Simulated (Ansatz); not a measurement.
# A failed many-body run on BiOBr (P4/nmm)

What is wrong with this input for BiOBr (P4/nmm)?

Calculated with Ansatz 0.2.0; G0W0 on LDA, plane waves, PAW.

The database entry behind the starting cell differs from later determinations by our own check (0.1 to 0.3 % short, probably kX units), so it need not match the best structure at ambient conditions.

## 1. The starting structure

It takes space group P4/nmm (No. 129, tetragonal). The conventional cell has a = 3.916 Å, b = 3.916 Å, c = 8.077 Å, α = 90.00°, β = 90.00°, γ = 90.00°. Nearest to Bi lie 4 O at 2.32 Å and 4 Br at 3.18 Å. Nearest to Br lie 4 Bi at 3.18 Å. O has 4 Bi at 2.32 Å nearest. Farther neighbours and most contacts between anions are not listed.

As a file:

```cif
data_structure
_symmetry_space_group_name_H-M 'P 1'
_symmetry_Int_Tables_number 1
_cell_length_a 3.9160
_cell_length_b 3.9160
_cell_length_c 8.0770
_cell_angle_alpha 90.000
_cell_angle_beta 90.000
_cell_angle_gamma 90.000
_cell_volume 123.86
loop_
_atom_site_label
_atom_site_type_symbol
_atom_site_fract_x
_atom_site_fract_y
_atom_site_fract_z
_atom_site_occupancy
Bi1 Bi 0.00000 0.50000 0.15400 1
Bi2 Bi 0.50000 0.00000 0.84600 1
Br3 Br 0.00000 0.50000 0.65300 1
Br4 Br 0.50000 0.00000 0.34700 1
O5 O 0.00000 0.00000 0.00000 1
O6 O 0.50000 0.50000 0.00000 1
```

The cell and positions come from the Crystallography Open Database and are kept as given unless a step says otherwise. Spin-orbit coupling is left out unless a step names it. The default PAW set here is soft_2. Its files were made with PBE.

## 2. First try

The input, input.yaml:

```yaml
crystal:
  lattice:
    - [3.916, 0.0, 0.0]
    - [0.0, 3.916, 0.0]
    - [0.0, 0.0, 8.077]
  atoms:
    - { symbol: Bi, position: [0.0, 0.5, 0.154] }
    - { symbol: Bi, position: [0.5, 0.0, 0.846] }
    - { symbol: Br, position: [0.0, 0.5, 0.653] }
    - { symbol: Br, position: [0.5, 0.0, 0.347] }
    - { symbol: O, position: [0.0, 0.0, 0.0] }
    - { symbol: O, position: [0.5, 0.5, 0.0] }
kpoints:
  mp_grid: { grid: [4, 4, 2] }
hamiltonian:
  xc: lda
scf:
  occupations: { method: fixed }
gw:
  n_empty_bands: 201
  ecut_chi: 10
  qp_bands: [v2, c2]
  qp_kpoints: band_edges
  screening: { model: contour_deformation }
```

The run is started by

```console
$ ansatz run input.yaml --threads 4 --pin off --max-ram 18432MiB --backend cpu --events-out ev --progress --plain --runs-dir out
```

Numbers of over 12 decimals in the logs are rounded to 6 here.

What it wrote:

```text
Engine: ansatz 0.2.0, aarch64-unknown-linux-gnu
Pseudopotentials: kind: paw
Pseudopotential: Bi, paw, valence charge 15, recommended cutoff 420 eV (normal), Bi.paw.azcp
Pseudopotential: Br, paw, valence charge 7, recommended cutoff 420 eV (normal), Br.paw.azcp
Pseudopotential: O, paw, valence charge 6, recommended cutoff 420 eV (normal), O.paw.azcp
Functional definition: SPW92
  exchange = slater_x
  correlation = pw_c
Crystal: 6 atoms, lattice volume = 123.861 Å³
Basis set: ecut = 420 eV, 2419 PW (Γ)
Bands: 34, of which v1, the nominal top of the filled ones, is band 28 counted from 1 (27 counted from 0)
Symmetry: 16 space group operations
Space group: P4/nmm (ITA 129), of the structure as read, at distance tolerance 5.0e-5 Å
k-points: 12 of 32
Non-local potential: Bi, projectors of the file, l = 0: 2, l = 1: 2, l = 2: 2, l = 3: 2
Non-local potential: Br, projectors of the file, l = 0: 2, l = 1: 2, l = 2: 2
Non-local potential: O, projectors of the file, l = 0: 2, l = 1: 2, l = 2: 1
PAW form: soft (Blöchl's): semilocal exchange-correlation on the pseudo side does not see the compensation charge
PAW frozen core: Bi, regenerated for the run's functional, and the local potential with it (the file was generated under x = pbe(κ = 0.804, μ = 0.219515), c = pbe(β = 0.066725))
PAW frozen core: Br, regenerated for the run's functional, and the local potential with it (the file was generated under x = pbe(κ = 0.804, μ = 0.219515), c = pbe(β = 0.066725))
PAW frozen core: O, regenerated for the run's functional, and the local potential with it (the file was generated under x = pbe(κ = 0.804, μ = 0.219515), c = pbe(β = 0.066725))
PAW one-centre angular grid: Bi, 590 points (default); XC on 64 Gauss nodes
PAW one-centre angular grid: Br, 110 points (default); XC on 64 Gauss nodes
PAW one-centre angular grid: O, 110 points (default); XC on 64 Gauss nodes
Initial density: superposition of atomic densities (neutral atoms: chi_scale 0, normalization atom), corrected by the library's trained network
Initial wavefunctions: pseudopotential atomic-orbital guess
Functional: x = slater, c = lda
SCF iter   1: F=—  HF=-30671.921999 eV  |F-HF|=—  |Δ(HF+E_count)|=         —  Δρ=1.12e-2  dr2=1.43e-1  ethr=1.77e-3  ⟨swp⟩=5.1  Hψ=1557  notcnv=0  defer=45
preconditioner: auto → Resta (q_TF=auto, 2.390 Å⁻¹)  ε∞=3.4  [insulator: Δε(μ)=2.061 eV  Ē_g=16.278 eV  n_scr=30 (ndim 8)  ℏωp=25.0 eV  f_vac=0.002  ε∞_Penn≈3.4]
SCF iter   2: F=—  HF=-30671.897497 eV  |F-HF|=—  |Δ(HF+E_count)|=   2.45e-2  Δρ=5.98e-3  dr2=5.05e-2  ethr=2.55e-4  ⟨swp⟩=2.0  Hψ=745  notcnv=0  defer=47
SCF iter   3: F=—  HF=-30671.889279 eV  |F-HF|=—  |Δ(HF+E_count)|=   8.22e-3  Δρ=2.06e-3  dr2=4.06e-3  ethr=9.01e-5  ⟨swp⟩=2.2  Hψ=557  notcnv=0  defer=48
SCF iter   4: F=—  HF=-30671.888269 eV  |F-HF|=—  |Δ(HF+E_count)|=   1.01e-3  Δρ=5.51e-4  dr2=2.81e-4  ethr=7.26e-6  ⟨swp⟩=2.4  Hψ=565  notcnv=0  defer=48
SCF iter   5: F=—  HF=-30671.888215 eV  |F-HF|=—  |Δ(HF+E_count)|=   5.41e-5  Δρ=1.02e-4  dr2=1.27e-5  ethr=5.02e-7  ⟨swp⟩=2.5  Hψ=546  notcnv=0  defer=34
SCF iter   6: F=—  HF=-30671.888215 eV  |F-HF|=—  |Δ(HF+E_count)|=   7.65e-8  Δρ=2.17e-5  dr2=5.89e-7  ethr=2.26e-8  ⟨swp⟩=2.1  Hψ=552  notcnv=0  defer=25
SCF iter   7: F=-30671.888215 eV  HF=-30671.888215 eV  |F-HF|=5.96e-9  |Δ(HF+E_count)|=   1.31e-7  Δρ=3.17e-6  dr2=1.53e-8  ethr=1.79e-10  ⟨swp⟩=10.0  Hψ=1749  notcnv=0
SCF 1 converged in 7 iterations: F = -30671.888215 eV  dr2 = 1.53e-8
[...]
NSCF: frozen V_eff on 12 k-points
G₀W₀ screening: q 1/12
[... further progress lines ...]
SCF converged after 7 iterations
Free energy (F): -30671.888215 eV
Harris-Foulkes:  -30671.888215 eV  (|F-HF|=5.96e-9)
Internal energy: -30671.888215 eV  (E = F + TS)
E sigma→0 (E₀):  -30671.888215 eV
Fermi energy:    7.174507 eV
--- Per-component energies (eV) ---
  E_band       = -239.493386
  E_kinetic    = 1219.291393
  E_local      = -5452.938467  (includes V_loc(G=0)·N_el)
  E_nonlocal   = 1379.505122
  E_hartree    = 1989.920580
  E_xc         = -970.778609
  E_vxc        = -688.185468  (∫ρ·V_xc dr)
  E_paw        = -25321.059286  (= ΣΔE_a)
  E_vpaw       = -677.018285  (= ΣTr[D̂ρ^β])
  E_aug_tail   = 0.003956  (compensation charges beyond the density's cutoff)
  E_ewald      = -3516.430001
  E_core_change = 0.597096  (= ΣΔE_core)
  E_smearing   = -0.000000  (= −TS)
  E_closure    = -0.000000  (closes the sum)
  Σ components = -30671.888215   (vs F -30671.888215, Δ=0.00e0)
--- Band table (eV; the first three rows and the last of 12) ---
  k-point 0: bands = [... 24 lower, 6.2362, 6.5048, 6.5048, 6.5707, 9.5218, 10.4335, 12.1099, 12.1099, ... 2 higher]
  k-point 1: bands = [... 24 lower, 6.2999, 6.8204, 6.8204, 7.1240, 9.3333, 9.6153, 11.9342, 11.9342, ... 2 higher]
  k-point 2: bands = [... 24 lower, 6.6604, 6.7123, 6.9511, 7.1346, 11.0739, 11.3341, 11.3982, 11.8780, ... 2 higher]
  k-point 11: bands = [... 24 lower, 6.1493, 6.1493, 6.2252, 6.2252, 11.2205, 11.2205, 12.4909, 12.4909, ... 2 higher]
--- G₀W₀: contour deformation, 6 samples at zero and on the imaginary axis and 1 off it, 32 q-points, 201 empty bands' worth ---
  eigenvalues of the whole cell's RPA ε∞ on this k-mesh (on a slab, of 1 + 4πα/V) = 6.2331, 8.3899, 8.3899; static W/v taken at q = 0 is 0.130176
  bands read: the sum over 229 bands ends inside a degenerate multiplet in 7 slots, whose members it reads at an even weight; the widest, k=1: bands 229 to 230 (counted from 1) at 1/2 each
  gw.qp_kpoints: band_edges: 10 of 12 stored k-points solved, in 1 pass; an edge of the gap read off the rows below is read off those points alone
    valence top: of the k-points left out ik 8 came nearest to being solved in a further pass, in band 28 (counted from 1, as in the quasiparticle table): it holds the edge there only if its correction is more favourable than any solved in that band by at least 0.750 eV; those differ by 0.274 eV
    conduction bottom: of the k-points left out ik 8 came nearest to being solved in a further pass, in band 29 (counted from 1, as in the quasiparticle table): it holds the edge there only if its correction is more favourable than any solved in that band by at least 1.867 eV; those differ by 0.215 eV
    ik  band        ε_KS         Σx   Σc(E_QP)       V_xc       Z   E_QP_lin       E_QP  E_QP is
     0    27      6.5048   -19.6303     3.0211   -16.3601  0.8037     6.2547     6.2557  root
     0    28      6.5707   -18.6337     2.6516   -15.9482  0.8063     6.5367     6.5367  root
     0    29      9.5218   -10.5123    -3.1004   -14.8926  0.8352    10.8208    10.8017  root
     0    30     10.4335   -10.8693    -2.9912   -15.1485  0.8298    11.7442    11.7215  root
     1    27      6.8204   -19.9977     3.0105   -16.7301  0.8072     6.5623     6.5633  root
     1    28      7.1240   -19.7846     2.7442   -16.9514  0.8123     7.0350     7.0351  root
     1    29      9.3333    -9.7949    -3.0016   -13.9245  0.8356    10.4750    10.4613  root
     1    30      9.6153    -9.4705    -3.1461   -13.9999  0.8360    11.0208    10.9986  root
     2    27      6.9511   -20.8105     3.1013   -17.3696  0.8083     6.6097     6.6114  root
     2    28      7.1346   -20.5164     2.7549   -17.6481  0.8146     7.0210     7.0212  root
     2    29     11.0739   -11.4436    -3.2536   -16.0045  0.8260    12.4043    12.3811  root
     2    30     11.3341   -10.6789    -3.3893   -15.4648  0.8240    12.7598    12.7308  root
     3    27      6.8730   -19.9375     3.0111   -16.6756  0.8074     6.6212     6.6222  root
     3    28      7.0329   -21.0061     2.6169   -18.3283  0.8169     6.9719     6.9719  root
[...]
9    30     10.8147   -11.5554    -3.0567   -15.8513  0.8302    12.0729    12.0540  root
    10    27      6.4978   -19.8763     3.1548   -16.4133  0.8016     6.1880     6.1896  root
    10    28      6.4978   -19.8763     3.1548   -16.4133  0.8016     6.1880     6.1896  root
    10    29     10.5245   -10.4290    -3.0784   -14.7464  0.8333    11.7813    11.7634  root
    10    30     10.5245   -10.4290    -3.0784   -14.7464  0.8333    11.7813    11.7634  root
```

The job ended after 21 s (4 threads of Arm Neoverse V1, shared host; peak memory 0.79 GiB).

**What went wrong?**

The run ended normally, though the input holds a fault or crude settings.

The fault: screening cutoff of 10 eV. Nearly all local fields and short-range correlation are left out.

It printed a gap of 3.42 eV, which is an artefact of the settings.

## 3. A better input

Now the one-shot GW correction: screening in the RPA, then the self-energy of the levels asked for.

input.yaml: that of step 2 with these lines changed.

```diff
@@ -19,4 +19,4 @@
 gw:
-  n_empty_bands: 201
-  ecut_chi: 10
+  n_empty_bands: 516
+  ecut_chi: 150
   qp_bands: [v2, c2]
```

What it wrote:

```text
[...]
Crystal: 6 atoms, lattice volume = 123.861 Å³
Basis set: ecut = 420 eV, 2419 PW (Γ)
Bands: 34, of which v1, the nominal top of the filled ones, is band 28 counted from 1 (27 counted from 0)
[... 1 set-up line as in the run before ...]
[...]
k-points: 12 of 32
[...]
SCF iter   1: F=—  HF=-30671.921999 eV  |F-HF|=—  |Δ(HF+E_count)|=         —  Δρ=1.12e-2  dr2=1.43e-1  ethr=1.77e-3  ⟨swp⟩=5.1  Hψ=1557  notcnv=0  defer=45
[...]
SCF iter   7: F=-30671.888215 eV  HF=-30671.888215 eV  |F-HF|=5.96e-9  |Δ(HF+E_count)|=   1.31e-7  Δρ=3.17e-6  dr2=1.53e-8  ethr=1.79e-10  ⟨swp⟩=10.0  Hψ=1749  notcnv=0
SCF 1 converged in 7 iterations: F = -30671.888215 eV  dr2 = 1.53e-8
[...]
NSCF: frozen V_eff on 12 k-points
G₀W₀ screening: q 1/12
[... further progress lines ...]
SCF converged after 7 iterations
Free energy (F): -30671.888215 eV
[...]
0    27      6.5048   -19.6303     2.5885   -16.3601  0.7468     5.8137     5.8231  root
     0    28      6.5707   -18.6337     2.0272   -15.9482  0.7565     5.9038     5.9124  root
     0    29      9.5218   -10.5123    -3.7914   -14.8926  0.8034    10.1146    10.1108  root
     0    30     10.4335   -10.8693    -3.7235   -15.1485  0.7945    10.9929    10.9892  root
     1    27      6.8204   -19.9977     2.5510   -16.7301  0.7495     6.0939     6.1039  root
     1    28      7.1240   -19.7846     2.1232   -16.9514  0.7580     6.4049     6.4141  root
     1    29      9.3333    -9.7949    -3.6210   -13.9245  0.8053     9.8446     9.8420  root
     1    30      9.6153    -9.4705    -3.9006   -13.9999  0.8091    10.2484    10.2442  root
[...]
10    27      6.4978   -19.8763     2.7282   -16.4133  0.7436     5.7512     5.7630  root
    10    28      6.4978   -19.8763     2.7282   -16.4133  0.7436     5.7512     5.7630  root
    10    29     10.5245   -10.4290    -3.7544   -14.7464  0.7998    11.0909    11.0875  root
    10    30     10.5245   -10.4290    -3.7544   -14.7464  0.7998    11.0909    11.0875  root
[key lines of the parts left out:]
Fermi energy:    7.174507 eV
```

Run time: 4.7 min. Hardware: 4 threads; peak memory 2.2 GiB; 18 min of CPU time.

Numbers from this step:

```
bands summed                                 : 544
RPA ε∞ on this mesh (eigenvalues)            : 5.577, 7.545, 7.545
plane waves in the screening matrix          : 509
q-points in the mesh                         : 32
G0W0 gap on the mesh                         : 3.197 eV
k of the valence top                         : 0, -0.5, -0.5
k of the conduction bottom                   : 0, 0, -0.5
starting gap on the mesh                     : 2.159 eV
Z at the valence top                         : 0.7541
Z at the conduction bottom                   : 0.8053
least direct G0W0 gap on the computed points : 3.428 eV
```

The gap on the mesh goes from 2.16 eV to 3.20 eV, a correction of +1.04 eV. Between the two edge states, bare exchange in place of the xc potential would open the gap by 7.02 eV, and correlation takes back 5.98 eV.

## 4. Outcome

- first try: converged after 21 s
- better run: G0W0 gap on the mesh 3.20 eV (4×4×2 mesh, 516 empty bands, screening to 150 eV)

In words: The second run differs in: empty bands and screening cutoff (eV). Bands and cutoff are finite, so the gap is not at the basis limit. The miss can reach some tenths of an eV and take either sign; the mesh is an error of its own. The 4×4×2 mesh is coarse for this cell (its supercell is 16 Å along the shortest edge). The RPA ε∞ on it, from the LDA start, is 5.58 and 7.55; such meshes misread the long-range screening, most where the gap is narrow. Where an edge is built on 6p states of lead, bismuth or thallium, scalar-relativistic gaps usually stand too wide, by a few tenths to over one eV. The many-body steps are scalar-relativistic: spin-orbit coupling is not in them.

[Paths, hosts, dates, memory and timing lines, banners, echoed tables and standing remarks are left out of the program output.]

[Logs are printed without paths, hosts, clocks, repeated set-up lines and the standing remarks that a program may print on its own settings, such as how far it seeks lower states.]

[Runs of the session that timed out or met a known fault of the program may be left out.]

[Cells called generated may have been cut or substituted from an entry of the Crystallography Open Database or the Materials Project.]

[Hosts, paths, dates, database ids (printed as entryN), source tags and the programs' standing remarks are cut or masked in the printed files.]
